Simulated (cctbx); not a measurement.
## Diagnosing a refinement

Cell a = 6.9770 Å, b = 7.2380 Å, c = 8.3020 Å, α = 90.00°, β = 106.89°, γ = 90.00°; space group P2_1/m (no. 11).

Simulated single-crystal data (cctbx): synchrotron X-rays, λ = 0.4959 Å, to d = 0.8 Å, 50 % of the full sphere, strongest reflection 70000 counts, noise from counting, a 3 % proportional error and a noise floor of 2 counts (s.d.); no absorption.

An anisotropic refinement with weights 1/σ² prints:

```text
Rint 0.015, 52 unique reflections to 2.03 A
cycle     R1     wR2    GooF  max shift (A)
   1  0.0118  0.0280   2.018   0.02436
   2  0.0035  0.0098   0.702   0.00000
final R1 0.0035 wR2 0.0098 GooF 0.702  parameters 39  data/parameter 1.3
atom        x        y        z      Ueq    occ   su(xyz)  su(Uiso or U11)
Pb1    0.25953  0.25000  0.19598  -0.0025  1.000  0.00046  0.0035  NPD
Yb1    0.73543  0.25000  0.56725  -0.0010  1.000  0.00058  0.0052  NPD
Yb2    0.71729  0.25000  0.04656  -0.0026  1.000  0.00057  0.0053  NPD
Te1    0.49041  0.99800  0.74205  -0.0000  1.000  0.00025  0.0108  NPD
Te2    0.07296  0.25000  0.90461   0.0036  1.000  0.00070  0.0076  NPD
Se1    0.06265  0.25000  0.39039   0.0080  1.000  0.00092  0.0117  NPD
difference map: max 0.06 min -0.09 rms 0.02
Q1    0.2811  0.0134  0.4990    4    0.06  1.98 A from Yb1
Q2    0.3463  0.0192  0.1055    4    0.04  1.44 A from Te1
Q3    0.2630  0.5600  0.6602    4    0.04  1.59 A from Te1
Q4    0.4511  0.2500  0.6464    2    0.03  1.98 A from Te1
Q5    0.0183  0.2500  0.8188    2    0.03  0.70 A from Te2
Q6    0.0394  0.2500  0.2362    2    0.02  1.24 A from Se1
```

Q: Accept it or mend it, and why?

Mend it. The fault: data cut at low resolution. Against the right model at the same level, R1 goes from 0.0124 to 0.0035 and GooF from 0.98 to 0.70 and Pb1, Yb1, Yb2, Te1, Te2 and Se1 go non-positive-definite. The atoms are right, but there are too few data for the parameters: R1 flatters and the s.u.s grow. Data per parameter fall from 20.6 to 1.3.

The compound is Yb2Te3PbSe. The right model at the same level gives:

```text
Rint 0.021, 804 unique reflections to 0.80 A
cycle     R1     wR2    GooF  max shift (A)
   1  0.0125  0.0316   0.994   0.00020
   2  0.0124  0.0312   0.981   0.00000
final R1 0.0124 wR2 0.0312 GooF 0.981  parameters 39  data/parameter 20.6
atom        x        y        z      Ueq    occ   su(xyz)  su(Uiso or U11)
Pb1    0.25879  0.25000  0.19538   0.0035  1.000  0.00003  0.0001
Yb1    0.73524  0.25000  0.56697   0.0036  1.000  0.00004  0.0001
Yb2    0.71657  0.25000  0.04574   0.0032  1.000  0.00004  0.0001
Te1    0.48999  0.99831  0.74164   0.0038  1.000  0.00004  0.0001
Te2    0.07123  0.25000  0.90160   0.0033  1.000  0.00006  0.0002
Se1    0.06229  0.25000  0.38801   0.0050  1.000  0.00009  0.0003
difference map: max 0.93 min -1.21 rms 0.24
Q1    0.1598  0.7500  0.2869    2    0.95  1.22 A from Yb1
Q2    0.0018  0.2500  0.6164    2    0.92  1.78 A from Yb1
Q3    0.2724  0.2500  0.6476    2    0.84  2.23 A from Se1
Q4    0.1745  0.6503  0.6876    4    0.84  1.74 A from Se1
Q5    0.1789  0.7500  0.7828    2    0.82  1.40 A from Yb2
Q6    0.3089  0.7500  0.3297    2    0.80  0.99 A from Yb1
```

This is a model crystal, built by substitution and not relaxed, with assumed displacement parameters.

[Middle refinement cycles are left out of these outputs.]

[Logs are printed without paths, hosts, clocks, repeated set-up lines and the standing remarks that a program may print on its own settings, such as how far it seeks lower states.]
